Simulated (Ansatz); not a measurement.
# Photoemission of Si(111) with OH

What would XPS and angle-resolved spectra of Si(111) with OH look like?

Main program and level: Ansatz 0.2.0; DFT, PBE, plane-wave PAW, default files, scalar-relativistic.

Most raw output is cut from this account.

### 1. The structure

The cell holds 36 atoms: 8 H, 4 O and 24 Si. Cell: a = 7.679 Å, b = 7.679 Å, c = 24.634 Å, α = 90.0°, β = 90.0°, γ = 60.0°. It derives from Si. How the cell was made: terminated face; group: OH; share of top atoms: 1; rest: H; oxygen in back bonds: 0; lower face: H. Regions: ad, 8 atoms (4 O and 4 H); L1, 4 atoms (4 Si); L2, 4 atoms (4 Si); L3, 4 atoms (4 Si); mid, 4 atoms (4 Si); rest, 12 atoms (8 Si and 4 H). Vacuum lies along c.

### 2. Relaxation

The cut or typed positions aren't at rest, and spectra shift with geometry, so the relaxation comes first. 12 atoms are held to stand for the bulk. A dipole correction cancels the field between unlike faces.

File input.yaml:

```yaml
crystal:
  lattice:
    - [7.6791796437, 0.0, 0.0]
    - [3.8395898218, 6.6503646517, 0.0]
    - [0.0, 0.0, 24.6337769138]
  atoms:
    - { symbol: H, position: [0.114595574, 0.0, 0.715837323] }
    - { symbol: H, position: [0.614595574, 0.0, 0.715837323] }
    - { symbol: H, position: [0.114595574, 0.5, 0.715837323] }
    - { symbol: H, position: [0.614595574, 0.5, 0.715837323] }
    - { symbol: O, position: [0.0, 0.0, 0.699599455] }
    - { symbol: O, position: [0.5, 0.0, 0.699599455] }
    - { symbol: O, position: [0.0, 0.5, 0.699599455] }
    - { symbol: O, position: [0.5, 0.5, 0.699599455] }
[... 24 atom lines left out ...]
    - { symbol: H, position: [0.0, 0.0, 0.284162677] }
    - { symbol: H, position: [0.5, 0.0, 0.284162677] }
    - { symbol: H, position: [0.0, 0.5, 0.284162677] }
    - { symbol: H, position: [0.5, 0.5, 0.284162677] }
kpoints:
  mp_grid: { grid: [3, 3, 1] }
scf:
  occupations: { method: fermi_dirac, width: 0.02 }
  n_extra_bands: 25
hamiltonian:
  xc: pbe
  pseudopotentials: { kind: paw }
output:
  forces: true
  write_potential: true
  volumetric_format: []
efield:
  axis: 3
  dipole_correction: true
relax:
  f_tol: 0.03
  max_steps: 70
  constraints: [{ sites: [24, 25, 26, 27, 28, 29, 30, 31, 32, 33, 34, 35] }]
```

On the command line:

```
$ ansatz run input.yaml --threads 4 --pin off --max-ram 8192MiB --backend cpu --events-out ev --progress --plain --runs-dir out
```

It took 85 s on 4 threads of Intel Xeon at 2.80GHz (Skylake/Cascade Lake), shared host; peak memory 2.4 GiB.

The steps of the relaxation:

```
step  energy less that of the first step (eV)  largest force component (eV/Å)
   1                                   0.0000                          0.8785
   2                                  -0.0519                          0.6572
   3                                  -0.0849                          0.7151
   4                                  -0.1255                          0.3487
   5                                  -0.1470                          0.2587
   6                                  -0.1569                          0.0097
   7                                  -0.1569                          0.0099
   8                                  -0.1568                          0.0828
   9                                  -0.1573                          0.0056
```

Relaxation step 8 was tried and not accepted.

Forces are held to the 4 operations that the run works with; a distortion that breaks them can't arise in this run.

The atoms that moved most (Å):

```
atom      dx      dy     dz  length
  H2  -0.268   0.324  0.068   0.426
  H1  -0.268   0.324  0.068   0.426
  H4  -0.268   0.324  0.068   0.426
  H3  -0.268   0.324  0.068   0.426
  O8  -0.136  -0.087  0.002   0.161
  O6  -0.136  -0.087  0.002   0.161
  O7  -0.136  -0.087  0.002   0.161
  O5  -0.136  -0.087  0.002   0.161
```

Numbers from this step:

* free energy: -17657.3423 eV
* Fermi energy: 0.5143 eV
* symmetry operations: 4
* gap on the k-mesh: 0.9294 eV
* ionisation potential, upper face: 4.296 eV
* upper vacuum level less the lowest empty level (Kohn–Sham affinity): 3.367 eV
* ionisation potential, lower face: 4.484 eV

The relaxation ends 4.4 meV an atom lower, with a largest force component of 0.0056 eV/Å on the free atoms.

### 3. Layer-resolved bands, DOS and potential

This is the main run. States are solved along the surface zone's path and weighed by where they lie along the normal, since photoemission sees the top layers. The cell holds 4 small cells, so the bands are unfolded.

File input.yaml:

```yaml
crystal:
  lattice:
    - [7.6791796437, 0.0, 0.0]
    - [3.8395898218, 6.6503646517, 0.0]
    - [0.0, 0.0, 24.6337769138]
  atoms:
    - { symbol: H, position: [0.05529451, 0.0487510454, 0.7186156605] }
    - { symbol: H, position: [0.55529451, 0.0487510454, 0.7186156605] }
    - { symbol: H, position: [0.05529451, 0.5487510454, 0.7186156605] }
    - { symbol: H, position: [0.55529451, 0.5487510454, 0.7186156605] }
    - { symbol: O, position: [-0.0111484039, -0.0130585892, 0.6996916384] }
    - { symbol: O, position: [0.4888515961, -0.0130585892, 0.6996916384] }
    - { symbol: O, position: [-0.0111484039, 0.4869414108, 0.6996916384] }
    - { symbol: O, position: [0.4888515961, 0.4869414108, 0.6996916384] }
[... 24 atom lines left out ...]
    - { symbol: H, position: [0.0, 0.0, 0.284162677] }
    - { symbol: H, position: [0.5, 0.0, 0.284162677] }
    - { symbol: H, position: [0.0, 0.5, 0.284162677] }
    - { symbol: H, position: [0.5, 0.5, 0.284162677] }
kpoints:
  mp_grid: { grid: [3, 3, 1] }
scf:
  occupations: { method: fermi_dirac, width: 0.02 }
  n_extra_bands: 36
hamiltonian:
  xc: pbe
  pseudopotentials: { kind: paw }
output:
  forces: true
  write_potential: true
  volumetric_format: []
  efg: { contact_densities: true }
  dos:
    projected:
      site_lists:
        adsorbate: [4, 0, 5, 1, 6, 2, 7, 3]
        layer_1: [8, 9, 10, 11]
        layer_2: [12, 13, 14, 15]
        layer_3: [16, 17, 18, 19]
        middle: [20, 21, 22, 23]
        other_layers: [24, 25, 26, 27, 28, 29, 30, 31, 32, 33, 34, 35]
    de: 0.05
    e_range: [-30, 12]
    method: { smearing: { sigma: 0.12, scheme: gaussian } }
  eigenstates:
    kpoints:
      - [0.33333333, -0.33333333, 0.0]
      - [0.25, -0.375, 0.0]
      - [0.16666667, -0.41666667, 0.0]
      - [0.08333333, -0.45833333, 0.0]
      - [0.0, 0.5, 0.0]
      - [-0.08333333, 0.45833333, 0.0]
      # [... 29 more points ...]
      - [0.25, 0.5, 0.0]
      - [0.29166667, -0.41666667, 0.0]
    e_range: [-8.0, 6.0]
    unfold:
      supercell_matrix: [[2, 0, 0], [0, 2, 0], [0, 0, 1]]
      layers:
        axis: 3
        edges: [0.121784, 0.386171, 0.398177, 0.604601, 0.615404, 0.880991]
efield:
  axis: 3
  dipole_correction: true
```

Elapsed: 2.7 min, on 4 threads; peak memory 5 GiB; 10 min of CPU time.

Numbers from this step:

| Item | Value |
| --- | --- |
| Fermi energy | 0.5146 eV |
| zero of energy | valence-band maximum |
| share of occupied states in no projected shell | 0.0117 of the occupied states in the window |

A(k,E), total over k along the path and E. Zero: valence-band maximum.

Values in eV⁻¹, 12 rows by 16 columns, each cell a mean:
```
1.0 1.3 2.9 3.9 4.1 4.9 5.5 5.6 4.5 2.7 1.8 1.8 1.8 1.9 2.0 1.0
1.8 1.7 1.8 2.2 2.9 3.7 3.3 3.3 2.4 2.1 2.0 1.2 1.2 2.2 2.4 1.8
1.1 1.2 1.0 0.9 1.1 1.5 2.3 2.1 1.9 1.7 1.9 2.7 2.7 2.3 1.1 1.1
0.1 0.1 0.1 0.1 0.1 0.2 0.5 0.3 0.2 0.5 1.0 1.1 1.2 0.4 0.1 0.1
0.1 0.1 0.1 0.1 0.3 1.4 2.8 2.2 1.0 0.3 0.2 0.1 0.1 0.1 0.1 0.1
0.1 0.1 0.4 1.1 2.3 3.2 3.0 3.4 2.7 2.0 1.4 1.1 1.0 0.3 0.1 0.1
1.7 1.4 1.7 2.4 2.5 2.3 1.1 1.4 2.6 2.3 2.5 2.4 2.2 2.3 1.8 1.7
1.9 2.5 2.7 2.3 2.1 0.4 0.3 0.3 0.9 1.9 1.4 1.6 1.9 2.4 2.2 1.8
2.7 2.7 2.5 2.4 1.9 1.8 1.8 1.8 1.9 2.1 2.3 2.2 2.2 2.2 2.7 2.7
1.8 1.5 1.5 1.5 1.1 1.0 1.0 1.0 1.1 1.3 1.4 0.9 0.8 0.9 1.4 1.8
0.7 1.4 1.4 0.8 0.6 0.5 0.4 0.4 0.6 0.7 1.2 1.2 0.4 0.3 0.4 0.4
2.2 1.5 1.0 0.7 0.5 0.6 0.7 0.7 0.5 0.5 0.9 1.7 2.5 2.6 2.6 2.5
```
Columns: k along the path (Å⁻¹) from 0 to 2.58; rows upwards: E (eV) from -7.24 to 4.19.

A(k,E), top over k along the path and E. Zero: valence-band maximum.

Values in eV⁻¹, 12 rows by 16 columns, each cell a mean:
```
0.24 0.26 0.43 0.69 1.10 1.30 1.41 1.44 1.03 0.57 0.36 0.27 0.24 0.29 0.38 0.24
0.23 0.23 0.27 0.33 0.36 0.40 0.50 0.42 0.43 0.51 0.42 0.25 0.24 0.41 0.33 0.23
0.19 0.20 0.21 0.26 0.38 0.47 0.43 0.47 0.45 0.33 0.37 0.50 0.50 0.38 0.18 0.19
0.01 0.02 0.02 0.02 0.03 0.05 0.15 0.10 0.05 0.09 0.14 0.15 0.15 0.05 0.02 0.01
0.01 0.01 0.02 0.02 0.07 0.37 0.64 0.53 0.25 0.07 0.03 0.03 0.03 0.02 0.01 0.01
0.03 0.04 0.11 0.30 0.51 0.48 0.28 0.40 0.52 0.43 0.34 0.29 0.28 0.09 0.03 0.03
0.43 0.38 0.50 0.44 0.36 0.27 0.17 0.19 0.34 0.37 0.35 0.38 0.39 0.51 0.47 0.44
0.51 0.58 0.41 0.45 0.36 0.17 0.21 0.18 0.16 0.44 0.40 0.31 0.30 0.38 0.47 0.49
0.64 0.68 0.92 1.02 1.10 1.17 1.16 1.17 1.16 0.98 0.95 0.98 0.98 0.91 0.74 0.67
0.88 0.83 0.71 0.63 0.65 0.65 0.63 0.64 0.67 0.69 0.60 0.50 0.52 0.59 0.77 0.85
0.32 0.48 0.42 0.26 0.13 0.10 0.08 0.09 0.11 0.20 0.44 0.40 0.15 0.13 0.14 0.19
0.62 0.36 0.16 0.10 0.07 0.08 0.09 0.08 0.07 0.07 0.14 0.44 0.77 0.81 0.82 0.78
```
Columns: k along the path (Å⁻¹) from 0 to 2.58; rows upwards: E (eV) from -7.24 to 4.19.

A(k,E), middle over k along the path and E. Zero: valence-band maximum.

Ten even steps from '_' (0.03 eV⁻¹) to '@' (3.06 eV⁻¹), each cell a mean:
```
::::::::**##****==::++--::::++**++++============--::--::::::
______::::--==++**##**%%@@@@##**--::::__________::--::::____
::::::::..::--====++********++==--::----::::::::::--**--::::
==----========----==++==::--====::::--==--......::----::--==
----::::........::::::------::::--::::::--====----==--------
______________________..::::____..::--::..::----==::________
______________________________________..::------..__________
________________________....________________________________
__________________..--==++++--::..__________________________
________________::----==++====::::::::..____________________
__________..::----==++**==++**++--::::::::::::::..__________
..::::::::::--======**--::--==++**++========--------::::....
==--::::::----::--++..______..----::::------====--::----====
....::==++==--====..____________::::::::::--====++====::..__
----------::::::..________________::::..__________::----==--
....::::..::::........................::::..........::::::..
------::::....::..________________::::............::::::----
......__..::..______________________..::________________....
______..::....______________________....::__________________
__..::::..______________________________......______________
----::....................................::::--------==----
----::::..______________________________..::::------::::----
```
Columns: k along the path (Å⁻¹) from 0 to 2.58; rows upwards: E (eV) from -7.24 to 4.19.

A(k,E), bottom over k along the path and E. Zero: valence-band maximum.

Ten even steps from '_' (0.01 eV⁻¹) to '@' (2.42 eV⁻¹), each cell a mean:
```
....::::========--==##==----**%%++==------------::::----....
______....::--======++%%@@@@##==::....__________..::::..____
............::--============--::::..::::..........::--::....
::::............::--==--::--==--::....::..______..::....::::
______________________..::::....::::::::------::--::....____
____________________________________......::::--::..________
__________________________________________......____________
____________________________________________________________
____________________..::==--....____________________________
__________________::==++++++++--::..________________________
____________..::==--==--::::==------::..........____________
______......::--------::....::----::::--==------::....______
....____..::--::::--__________..::..........::::::::........
____..::====::::::______________::::........::::::----..____
----------::::--..________________::::..__________..::------
====++==------____..................::----::::::::----++++==
----::::::..__..__________________......::::::::::::::::::--
______________________________________..____________________
__________....______________________....____________________
______....______________________________..__________________
..::::....::::::::::::::::::::::::::::::....................
..........______________________________....::::::::::......
```
Columns: k along the path (Å⁻¹) from 0 to 2.58; rows upwards: E (eV) from -7.24 to 4.19.

Peaks of A(k,E) at the labelled points: for each region the eleven nearest the zero at most, each over 6 % of that point's highest, less those above the energy where the solved bands run out; weight and spread sum the levels within three half widths or 0.3 eV, so near peaks share levels. Peaks of the spectral function, the first 40 of 129 rows:

```
point  weight on  E (eV)  A (1/eV)  weight near the peak  rms spread of levels (eV)
    K      total   -4.48     4.133                     2                      0.118
    K      total   -4.24      4.38                     3                       0.19
    K      total   -4.02      4.07                     2                      0.115
    K      total   -3.42     4.292                     2                      0.083
    K      total   -3.28     4.263                     2                      0.083
    K      total   -2.36      3.65                     2                      0.142
    K      total   -2.08     3.615                     2                      0.142
    K      total       2      3.38                     1                          0
    K      total    2.56     4.463                     2                      0.071
    K      total    2.66      4.44                     2                      0.071
    K      total    4.08     3.328                     1                          0
    K        top   -4.82     2.033                  0.59                          0
    K        top   -4.48     1.655                  0.68                      0.114
    K        top   -4.24     1.213                 0.879                      0.186
    K        top   -4.02     0.897                 0.459                      0.114
    K        top   -3.26     1.557                 0.517                      0.054
    K        top   -2.36     0.611                 0.486                      0.129
    K        top   -2.08     1.163                 0.486                      0.129
    K        top       2      0.59                 0.177                          0
    K        top    2.68     0.579                 0.237                       0.07
    K        top    4.08     0.834                 0.254                          0
    K     middle   -4.48     1.549                 0.721                      0.117
    K     middle   -4.24     1.371                 0.849                      0.168
    K     middle   -4.04     0.734                 0.454                      0.104
    K     middle   -3.42     1.727                 0.801                      0.083
    K     middle   -3.28     1.674                 0.801                      0.083
    K     middle   -2.36     2.076                 1.131                      0.142
    K     middle   -2.08     1.995                 1.131                      0.142
    K     middle       2     2.311                 0.694                          0
    K     middle    2.56     2.377                 1.065                      0.071
    K     middle    2.66     2.382                 1.065                      0.071
    K     middle    4.08     1.443                 0.434                          0
    K     bottom   -6.76     1.434                 0.451                      0.017
    K     bottom   -4.24     1.538                 1.097                      0.165
    K     bottom   -4.02      2.16                 0.954                      0.111
    K     bottom   -3.42     1.693                 0.574                      0.061
    K     bottom   -2.36     0.775                 0.294                      0.119
    K     bottom    -2.1      0.32                 0.294                      0.119
    K     bottom       2     0.417                 0.113                          0
    K     bottom    2.56     1.346                 0.587                      0.071
```

The DOS has structure finer than the step of the table below, so its rows give means over 1 eV, whole bins alone (the curve runs from -22.5 to 4.58 eV). Peaks (eV: height): total -20.6: 34.5, -4.1: 30.4, -1.8: 29.9, 4.2: 47.2; Si 3p -2.9: 20.4, -2.3: 19.3, -1.8: 25.1, 4.2: 23.0; Si 3s -10.8: 7.51, -9.7: 7.93, -9.4: 10.7, -6.4: 7.35; O 2p -9.3: 4.32, -8.1: 6.17, -5.0: 3.83, -4.1: 9.58; H 1s -20.6: 4.59, -6.4: 2.08, -4.1: 2.88, 4.1: 2.42.

Table of DOS by E, zero at the valence-band maximum; means over each step; values in states/eV/cell:

```
E (eV)  total   Si 3p   Si 3s     O 2p     H 1s     O 2s
   -22      0       0       0        0        0        0
   -21   6.87   0.459   0.284    0.167    0.914     4.99
   -20   1.13  0.0754  0.0462   0.0272    0.150    0.823
   -19      0       0       0        0        0        0
   -18      0       0       0        0        0        0
   -17      0       0       0        0        0        0
   -16      0       0       0        0        0        0
   -15      0       0       0        0        0        0
   -14      0       0       0        0        0        0
   -13      0       0       0        0        0        0
   -12  0.453  0.0469   0.390  0.00533  0.00683   4.5e-4
   -11   4.67   0.936    3.44    0.154   0.0996  0.00802
   -10   8.87    2.03    5.48    0.957    0.317  0.00904
    -9   9.94    2.27    5.21     1.75    0.614  0.00579
    -8   8.08    2.11    2.90     2.13    0.741   0.0969
    -7   7.73    3.45    3.09    0.593    0.399    0.107
    -6   9.20    4.19    2.97     1.09    0.649    0.187
    -5   8.72    3.34    1.22     3.49    0.350    0.222
    -4   19.3    9.95    1.21     6.61     1.26   0.0777
    -3   15.3    12.0   0.896     1.59    0.534   0.0290
    -2   19.4    16.6   0.766     1.32    0.348   0.0397
    -1   6.73    6.05  0.0855    0.359   0.0965   0.0107
     0   1.59    1.48  4.2e-4   0.0625  0.00143  0.00146
     1   2.61    1.45   0.707   0.0270   0.0401   0.0208
     2   13.1    7.20    3.08    0.249    0.359    0.184
     3   20.4    11.8    3.27    0.232    0.775    0.197
     4   26.3    13.6    2.90    0.259     1.30    0.184
```

(Continued in part 2 of 3.)

[Logs are printed without paths, hosts, clocks, repeated set-up lines and the standing remarks that a program may print on its own settings, such as how far it seeks lower states.]

[Hosts, paths, dates, database ids (printed as entryN), source tags and the programs' standing remarks are cut or masked in the printed files.]

[Maps of the electrostatic potential energy from Ansatz leave out the sawtooth potential of an applied field or a dipole correction, so their vacuum need not be flat; work functions include it.]
